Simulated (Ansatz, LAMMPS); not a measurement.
# Localised basis functions on liquid Si0.5Ge0.5 at 2500 K (104 atoms)

Aim: test how closely localised support functions follow the reference on liquid Si0.5Ge0.5 at 2500 K (104 atoms), and at what cost. A setting counts as converged where the r.m.s. difference of forces stays under 1 % of the r.m.s. force.

Calculated with Ansatz 0.2.0; Kohn-Sham DFT, PBE, PAW (set soft_2), plane waves.

This is a report of a sequence of runs, with the program logs left out and the cost of each run kept.

## Step 1: Starting point

The cell holds 104 atoms: 52 Si and 52 Ge. Its edges and angles: a = 13.176 Å, b = 13.176 Å, c = 13.176 Å, α = 90.0°, β = 90.0°, γ = 90.0°. 104 atoms (52 Si, 52 Ge) placed at random at 3.8 g/cm³, melted at 3500 K for 10 ps at fixed volume with the Tersoff potential (Tersoff, Phys. Rev. B 39, 5566 (1989)). Snapshot at the end of a hold of 5 ps at 2500 K and fixed volume.

Before any run, some limits are plain. The network of bonds at the start is that of the classical potential that made the cell, and needn't be the one that DFT or experiment would give. Sampling is at Γ alone, for a cell whose shortest periodic width is 13 Å.

## Step 2: Making the structure

A classical potential makes the cell, at a small fraction of what the same run would cost in DFT.

This step: classical MD, Tersoff potential (Tersoff, Phys. Rev. B 39, 5566 (1989)) (LAMMPS 22 Jul 2025 - Update 4).

The input, in.lmp:

```
# melt-quench of Si52Ge52
units metal
atom_style atomic
boundary p p p
region box block 0 13.1758 0 13.1758 0 13.1758
create_box 2 box
mass 1 28.0850   # Si
mass 2 72.6300   # Ge
create_atoms 1 random 52 553195 NULL overlap 2.02 maxtry 2000
create_atoms 2 random 52 553202 NULL overlap 2.02 maxtry 2000
pair_style tersoff
pair_coeff * * SiCGe.tersoff Si(D) Ge
neigh_modify delay 0 every 1 check yes
thermo_style custom step time temp pe press density
thermo_modify norm yes
timestep 0.001
thermo 100
min_style cg
minimize 1e-4 1e-4 200 2000
reset_timestep 0
velocity all create 3500 553196 mom yes dist gaussian
fix lim all nve/limit 0.05
fix lan all langevin 3500 3500 0.1 553197 zero yes
thermo 500
run 1000 post no
unfix lim
unfix lan
thermo 1666
fix md all nvt temp 3500 3500 0.1
run 10000 post no
unfix md
thermo 1000
fix md all nvt temp 3500 2500 0.1
run 3000 post no
unfix md
compute msd all msd com yes
thermo 1250
fix md all nvt temp 2500 2500 0.1
run 5000 post no
print "== T2500: mean square displacement over the hold $(c_msd[4]:%.2f) A^2"
unfix md
uncompute msd
write_dump all custom T2500.dump id type xs ys zs modify sort id
```

Launch:

```sh
$ lmp -in in.lmp -log none -nocite
```

Run time: 4 s. Hardware: 1 thread of Arm Neoverse V2, shared host; peak memory 0.069 GiB.

## Step 3: Plane-wave single point

This run is the reference for what follows, at a cutoff of 420 eV.

The input, input.yaml:

```yaml
crystal:
  lattice:
    - [13.1758, 0.0, 0.0]
    - [0.0, 13.1758, 0.0]
    - [0.0, 0.0, 13.1758]
  atoms:
    - { symbol: Si, position: [0.65899, 0.83635, 0.47476] }
    - { symbol: Si, position: [0.37097, 0.57473, 0.99932] }
    - { symbol: Si, position: [0.15781, 0.29392, 0.42453] }
    - { symbol: Si, position: [0.20543, 0.92454, 0.45212] }
    - { symbol: Si, position: [0.62231, 0.22716, 0.772] }
    - { symbol: Si, position: [0.12518, 0.49941, 0.80214] }
    - { symbol: Si, position: [0.5447, 0.57875, 0.60738] }
    - { symbol: Si, position: [0.91573, 0.89872, 0.55112] }
    - { symbol: Si, position: [0.03959, 0.94389, 0.42281] }
    - { symbol: Si, position: [0.31808, 0.71566, 0.23973] }
    - { symbol: Si, position: [0.88016, 0.37716, 0.97594] }
    - { symbol: Si, position: [0.61132, 0.67906, 0.72852] }
    - { symbol: Si, position: [0.1546, 0.80635, 0.19895] }
    - { symbol: Si, position: [0.30219, 0.24634, 0.69595] }
    - { symbol: Si, position: [0.49701, 0.31433, 0.14278] }
    - { symbol: Si, position: [0.27571, 0.92814, 0.75446] }
    - { symbol: Si, position: [0.63517, 0.98699, 0.00106] }
    - { symbol: Si, position: [0.20226, 0.45134, 0.49543] }
    - { symbol: Si, position: [0.43176, 0.13959, 0.14905] }
    - { symbol: Si, position: [0.24829, 0.09945, 0.57508] }
    - { symbol: Si, position: [0.08693, 0.99479, 0.18624] }
    - { symbol: Si, position: [0.64527, 0.58864, 0.95129] }
    - { symbol: Si, position: [0.53832, 0.88121, 0.10908] }
    - { symbol: Si, position: [0.12975, 0.07571, 0.75922] }
    - { symbol: Si, position: [0.72076, 0.44805, 0.35628] }
    - { symbol: Si, position: [0.01666, 0.95029, 0.03099] }
    - { symbol: Si, position: [0.26008, 0.4271, 0.68031] }
    - { symbol: Si, position: [0.49736, 0.47272, 0.20296] }
    - { symbol: Si, position: [0.19958, 0.51919, 0.9685] }
    - { symbol: Si, position: [0.32982, 0.55903, 0.19732] }
    - { symbol: Si, position: [0.7787, 0.94669, 0.40245] }
    - { symbol: Si, position: [0.02129, 0.19682, 0.8266] }
    - { symbol: Si, position: [0.29774, 0.14364, 0.27477] }
    - { symbol: Si, position: [0.08685, 0.4822, 0.10159] }
    - { symbol: Si, position: [0.29864, 0.87917, 0.06353] }
    - { symbol: Si, position: [0.69734, 0.10591, 0.68638] }
    - { symbol: Si, position: [0.40777, 0.7452, 0.97689] }
    - { symbol: Si, position: [0.33279, 0.93926, 0.58781] }
    - { symbol: Si, position: [0.06331, 0.0971, 0.54165] }
    - { symbol: Si, position: [0.815, 0.78358, 0.95529] }
    - { symbol: Si, position: [0.14758, 0.82058, 0.99239] }
    - { symbol: Si, position: [0.92553, 0.66302, 0.92767] }
    - { symbol: Si, position: [0.64002, 0.73677, 0.13756] }
    - { symbol: Si, position: [0.42794, 0.20158, 0.81315] }
    - { symbol: Si, position: [0.49174, 0.47243, 0.89264] }
    - { symbol: Si, position: [0.95967, 0.02542, 0.28824] }
    - { symbol: Si, position: [0.6656, 0.17255, 0.00411] }
    - { symbol: Si, position: [0.97793, 0.53647, 0.5275] }
    - { symbol: Si, position: [0.869, 0.49964, 0.84248] }
    - { symbol: Si, position: [0.6469, 0.54212, 0.11804] }
    - { symbol: Si, position: [0.58692, 0.33472, 0.64459] }
    - { symbol: Si, position: [0.96773, 0.02959, 0.68276] }
    - { symbol: Ge, position: [0.49076, 0.60611, 0.46125] }
    - { symbol: Ge, position: [0.10243, 0.57982, 0.42688] }
    - { symbol: Ge, position: [0.29138, 0.7575, 0.80844] }
    - { symbol: Ge, position: [0.21863, 0.68358, 0.52215] }
    - { symbol: Ge, position: [0.76513, 0.94083, 0.7431] }
    - { symbol: Ge, position: [0.46124, 0.90625, 0.27416] }
    - { symbol: Ge, position: [0.81512, 0.81927, 0.14377] }
    - { symbol: Ge, position: [0.32375, 0.06157, 0.01939] }
    - { symbol: Ge, position: [0.83744, 0.11691, 0.80734] }
    - { symbol: Ge, position: [0.77731, 0.16009, 0.18044] }
    - { symbol: Ge, position: [0.60914, 0.71509, 0.34487] }
    - { symbol: Ge, position: [0.54295, 0.07079, 0.43682] }
    - { symbol: Ge, position: [0.98935, 0.38719, 0.75723] }
    - { symbol: Ge, position: [0.35858, 0.35761, 0.45812] }
    - { symbol: Ge, position: [0.3975, 0.01717, 0.83911] }
    - { symbol: Ge, position: [0.97486, 0.13957, 0.99113] }
    - { symbol: Ge, position: [0.52938, 0.45254, 0.37863] }
    - { symbol: Ge, position: [0.49563, 0.87822, 0.46697] }
    - { symbol: Ge, position: [0.77005, 0.28245, 0.8882] }
    - { symbol: Ge, position: [0.76725, 0.61691, 0.41342] }
    - { symbol: Ge, position: [0.55914, 0.08621, 0.25989] }
    - { symbol: Ge, position: [0.60735, 0.75364, 0.9252] }
    - { symbol: Ge, position: [0.71361, 0.08427, 0.48875] }
    - { symbol: Ge, position: [0.45338, 0.45573, 0.70437] }
    - { symbol: Ge, position: [0.33269, 0.61903, 0.67566] }
    - { symbol: Ge, position: [0.35966, 0.75153, 0.41126] }
    [... 20 atom lines left out ...]
    - { symbol: Ge, position: [0.84336, 0.0012, 0.98214] }
    - { symbol: Ge, position: [0.69029, 0.46062, 0.84147] }
    - { symbol: Ge, position: [0.98378, 0.24099, 0.44996] }
    - { symbol: Ge, position: [0.00697, 0.31155, 0.09173] }
    - { symbol: Ge, position: [0.77222, 0.25955, 0.4386] }
    - { symbol: Ge, position: [0.09741, 0.68811, 0.85771] }
kpoints:
  mp_grid: { grid: [1, 1, 1] }
hamiltonian:
  xc: pbe
scf:
  occupations: { method: fermi_dirac, width: 0.05 }
output:
  forces: true
  stress: true
  populations: true
  dos:
    method: { smearing: { sigma: 0.1 } }
    de: 0.1
    projected: { site_lists: { Ge: [Ge], Si: [Si] } }
  eigenvalues: true
  write_density: true
  write_potential: true
  volumetric_format: npy
  elf: true
```

Launch:

```sh
$ ansatz run input.yaml --threads 8 --pin off --max-ram 15872MiB --backend cpu --events-out ev --progress --plain --runs-dir out
```

Run time: 34 s. Hardware: 8 threads of Arm Neoverse V2, shared host; peak memory 3.5 GiB.

Numbers from this run:

- free energy: -256346.7081 eV
- free energy per atom: -2464.8722 eV/atom
- SCF cycles: 10
- pressure: 1.474 GPa
- r.m.s. force component: 0.9403 eV/Å
- longest force: 4.636 eV/Å
- Fermi energy: 7.142 eV
- levels partly filled by over 2 per cent: 8
- spilling of the projection: 0.004699

The r.m.s. force component of 0.94 eV/Å and the pressure of 1.5 GPa set the scale for the differences below.

## Step 4: Support functions low

With localised support functions most steps grow linearly with size, though the diagonalisation grows faster unless the density matrix is cut; this run measures error and cost at this size.

This step: Kohn-Sham DFT, PBE, PAW (set soft_2), localised support functions (low) (Ansatz 0.2.0).

input.yaml, the sections that differ from step 3:

```yaml
scf:
  occupations: { method: fermi_dirac, width: 0.05 }
  eigensolver: { kind: { support_functions: { accuracy: low } } }
  max_iter: 150
output:
  forces: true
  eigenvalues: true
# crystal, kpoints, hamiltonian: as in step 3
```

Run time: 85 s. Hardware: 8 threads; peak memory 4.2 GiB.

The program notes that the band table was not solved further than the SCF left it and it switched symmetry off.

Keys that differ from the reference: support_functions.accuracy = "low" and scf.max_iter = 150.

Forces differ from the reference by 0.25 meV/Å r.m.s., 0.026 % of their size, well within a tolerance of 1 %; the energy by -0.85 meV/atom. It took roughly 2.5 times the reference's time (one timing each, with unlike analyses asked), in 15 cycles against 10.

## Step 5: Support functions medium

The cell is solved in localised support functions.

This step: Kohn-Sham DFT, PBE, PAW (set soft_2), localised support functions (medium) (Ansatz 0.2.0).

input.yaml, the sections that differ from step 4:

```yaml
scf:
  occupations: { method: fermi_dirac, width: 0.05 }
  eigensolver: { kind: { support_functions: { accuracy: medium } } }
  max_iter: 150
# crystal, kpoints, hamiltonian, output: as in step 4
```

It took 90 s on 8 threads; peak memory 4.2 GiB.

Keys that differ from the reference: support_functions.accuracy = "medium" and scf.max_iter = 150.

Forces differ from the reference by 0.24 meV/Å r.m.s., 0.026 % of their size, well within a tolerance of 1 %; the energy by -0.85 meV/atom. It took roughly 2.7 times the reference's time (one timing each, with unlike analyses asked), in 16 cycles against 10.

## Step 6: Support functions medium, radius 3.54 Å

The radius confines each support function; a larger one gives more freedom and more work per atom.

input.yaml, the sections that differ from step 5:

```yaml
scf:
  occupations: { method: fermi_dirac, width: 0.05 }
  eigensolver: { kind: { support_functions: { accuracy: medium, radius: 3.54 } } }
  max_iter: 150
# crystal, kpoints, hamiltonian, output: as in step 5
```

It took 0.92 s on 8 threads; peak memory 0.36 GiB.

The program refuses radii under 3.96 Å for these atoms at this level.

## Step 7: Support functions medium, radius 4.04 Å

input.yaml, the sections that differ from step 6:

```yaml
scf:
  occupations: { method: fermi_dirac, width: 0.05 }
  eigensolver: { kind: { support_functions: { accuracy: medium, radius: 4.04 } } }
  max_iter: 150
# crystal, kpoints, hamiltonian, output: as in step 6
```

It took 83 s on 8 threads; peak memory 4 GiB; 11 min of CPU time.

Keys that differ from the reference: support_functions.accuracy = "medium", support_functions.radius = 4.04 and scf.max_iter = 150.

Forces differ from the reference by 0.30 meV/Å r.m.s., 0.032 % of their size, well within a tolerance of 1 %; the energy by -0.85 meV/atom. It took roughly 2.4 times the reference's time (one timing each, with unlike analyses asked), in 16 cycles against 10.

## Step 8: Support functions medium, radius 4.33 Å

input.yaml, the sections that differ from step 7:

```yaml
scf:
  occupations: { method: fermi_dirac, width: 0.05 }
  eigensolver: { kind: { support_functions: { accuracy: medium, radius: 4.33 } } }
  max_iter: 150
# crystal, kpoints, hamiltonian, output: as in step 7
```

Run time: 1.7 min. Hardware: 8 threads; peak memory 4.5 GiB; 13 min of CPU time.

Keys that differ from the reference: support_functions.accuracy = "medium", support_functions.radius = 4.33 and scf.max_iter = 150.

Forces differ from the reference by 0.16 meV/Å r.m.s., 0.017 % of their size, well within a tolerance of 1 %; the energy by -0.85 meV/atom. It took roughly 3.0 times the reference's time (one timing each, with unlike analyses asked), in 16 cycles against 10.

## Step 9: A run with a doubtful setting

The input is spoilt on purpose; the run shows how that looks.

This step: Kohn-Sham DFT, PBE, PAW (set soft_2), plane waves (Ansatz 0.2.0).

input.yaml, the sections that differ from step 8:

```yaml
scf:
  occupations: { method: fermi_dirac, width: 0.05 }
  convergence: { dr2_threshold: 0.0 }
  max_iter: 60
output:
  forces: true
# crystal, kpoints, hamiltonian: as in step 8
```

Run time: 0.02 s. Hardware: 8 threads; peak memory 0.031 GiB.

The program refused the input before any cycle.

The program's message: “Error: invalid value for `scf.convergence.dr2_threshold`: must be finite and > 0; got 0 eV”

The fault in the input: a threshold that can't be met (scf.convergence.dr2_threshold = 0.0). The fix is to take out scf.convergence.dr2_threshold.

## Step 10: With basis.xc_grid = 3

Changed here: basis.xc_grid = 3.

input.yaml, the sections that differ from step 9:

```yaml
scf:
  occupations: { method: fermi_dirac, width: 0.05 }
output:
  forces: true
  stress: true
  populations: true
  dos:
    method: { smearing: { sigma: 0.15 } }
    de: 0.1
    projected: { site_lists: { Ge: [Ge], Si: [Si] } }
  eigenvalues: true
basis:
  xc_grid: 3
# crystal, kpoints, hamiltonian: as in step 9
```

Elapsed: 32 s, on 8 threads; peak memory 3.9 GiB.

Forces differ from the reference by 0.001 meV/Å r.m.s., 1.0e-4 % of their size. The change had no effect here: energy, forces and cycles are those of the reference.

## Step 11: Cost against change

Differences are against the plane-wave reference (Kohn-Sham DFT, PBE, PAW (set soft_2), plane waves), whose r.m.s. force component is 0.940 eV/Å. Energies are set beside the reference only for runs with its functional, potentials and electron count. Times are for 8 threads of Arm Neoverse V2, shared host. The reference's time includes the DOS, ELF, the stress and grids, which some other runs skip.

```csv
run,"Δ force, r.m.s. (meV/Å)",share of r.m.s. force (%),Δ energy (meV/atom),Δ pressure (GPa),cycles,time,host memory (GiB)
reference,-,-,-,-,10,34 s,3.5
support functions low,0.249,0.0265,-0.853,-,15,85 s,4.2
support functions medium,0.24,0.0256,-0.852,-,16,90 s,4.2
"support functions medium, radius 4.04 Å",0.299,0.0318,-0.850,-,16,83 s,4.0
"support functions medium, radius 4.33 Å",0.161,0.0172,-0.854,-,16,1.7 min,4.5
basis.xc_grid = 3,0.001,1.0e-4,-8.0e-4,0,10,32 s,3.9
```

## Step 12: What the reference run shows

The comparisons rest on this run, so its electronic structure is set out here.

Neighbours are counted within 2.98 Å (Ge-Ge), 2.93 Å (Ge-Si), 2.88 Å (Si-Si).

Length of the force by element and coordination:

```csv
element,coordination,atoms,mean length of the force (eV/Å),spread,least,most
Ge,all,52,1.41,0.865,0.39,4.64
Ge,3,2,1.13,0.447,0.683,1.58
Ge,4,31,1.54,0.939,0.39,4.64
Ge,5,16,1.23,0.788,0.443,2.98
Ge,6,3,1.31,0.105,1.17,1.42
Si,all,52,1.43,0.722,0.383,3.50
Si,3,9,1.60,0.999,0.46,3.50
Si,4,32,1.48,0.640,0.383,3.02
Si,5,9,1.23,0.583,0.437,2.10
Si,6,2,0.710,0.300,0.41,1.01
```

Löwdin charges by element and coordination (they lack the spilled electrons, 0.042 e an atom on average):

```csv
element,coordination,atoms,mean charge (e),spread,least,most
Ge,all,52,0.0097,0.0362,-0.0713,0.0868
Ge,3,2,-0.0218,0.0495,-0.0713,0.0278
Ge,4,31,0.0149,0.0323,-0.0691,0.0802
Ge,5,16,0.0044,0.0371,-0.0559,0.0868
Ge,6,3,0.0051,0.0437,-0.0551,0.0476
Si,all,52,0.0748,0.0298,0.0161,0.133
Si,3,9,0.0758,0.0359,0.0262,0.129
Si,4,32,0.0741,0.0306,0.0161,0.133
Si,5,9,0.0719,0.0185,0.0523,0.105
Si,6,2,0.0957,0.0129,0.0827,0.109
```

States in the cell by windows of 1 eV, zero at the Fermi level; the larger projections on atomic orbitals stand beside the total:

```csv
from (eV),to (eV),total,Si p,Ge p,Ge s,Si s
-18,-13,0.0,0.0,0.0,0.0,0.0
-13,-12,6.4,0.6,0.7,3.2,1.9
-12,-11,21.5,2.8,3.3,8.9,6.3
-11,-10,24.1,3.9,3.7,9.0,7.3
-10,-9,29.2,5.1,4.6,10.8,8.6
-9,-8,31.5,5.9,5.4,11.1,8.9
-8,-7,27.0,6.2,5.1,7.7,7.8
-7,-6,24.1,5.9,5.0,6.7,6.3
-6,-5,28.7,7.8,7.8,5.8,7.2
-5,-4,28.9,11.3,10.8,2.6,4.0
-4,-3,51.4,23.0,22.4,2.7,2.9
-3,-2,51.6,23.7,22.1,2.6,2.5
-2,-1,48.9,21.3,21.1,3.0,2.6
-1,0,43.0,17.2,17.9,3.6,3.1
0,1,44.9,17.0,17.6,4.1,4.0
1,2,47.7,17.8,18.1,3.8,4.2
2,3,56.8,20.6,20.6,4.2,5.0
```

Between -25 and -18 eV lie 520 more states.

The levels nearest the highest filled one (over half full), pooled over k-points and spins:

```csv
level less the highest filled one (eV),occupation
-0.258,1.99
-0.237,1.99
-0.0836,1.78
-0.0771,1.76
-0.0349,1.51
0,1.22
0.0548,0.684
0.0775,0.496
0.0829,0.457
0.192,0.065
0.226,0.033
0.283,0.011
```

ELF in the ac plane at fractional y = 0.461, with atoms of Si and Ge within 0.2 Å of it. It is the smooth field of the valence electrons, not physical close to the nuclei.

Ten even steps from '0' (0.01) to '9' (0.88), each cell a mean:
```
0113577778753356766543111111125788631
0012589998632257865576334443236899741
1135799986310147645466543223467888742
3567689863100037887665541002577546764
5798547864210136899743453224577668975
4699779998643344445531255554444567754
3466678997677642002332123333222223443
3222236864478752002442111223432111233
3210025887666554444543212345553222344
7421147999742112233332223444454334567
8532468898631100001111113443444346789
7423675546754321001111013455443236898
4323686447876532234443222466531013666
2212466667765433444334555667753101232
0112233333222222441002588645775200000
0124554432100001343113589645686300000
0255422355321001477765457778986310000
0354200246654334678986212457766653100
1356532346776667644456411234433465200
2478975434565567743367654454200255311
5655786311233334566678766775322355323
7643477410011111233345566776444443224
5655899743212221100011345432233443223
2356899876543344321111122110024665421
```
Columns run along a (13.2 Å), rows up along c (13.2 Å). Atoms in or near the plane, at fractional coordinates: Si at (0.20, 0.50), Si at (0.72, 0.36), Si at (0.50, 0.20), Si at (0.49, 0.89), Ge at (0.53, 0.38), Ge at (0.45, 0.70), Ge at (0.16, 0.27), Ge at (0.80, 0.17), Ge at (0.69, 0.84).

[end of part 1 of 2]

[Long decimals in the printed logs are rounded to 6 places.]

[Logs are printed without paths, hosts, clocks, repeated set-up lines and the standing remarks that a program may print on its own settings, such as how far it seeks lower states.]

[Hosts, paths, dates, database ids (printed as entryN), source tags and the programs' standing remarks are cut or masked in the printed files.]
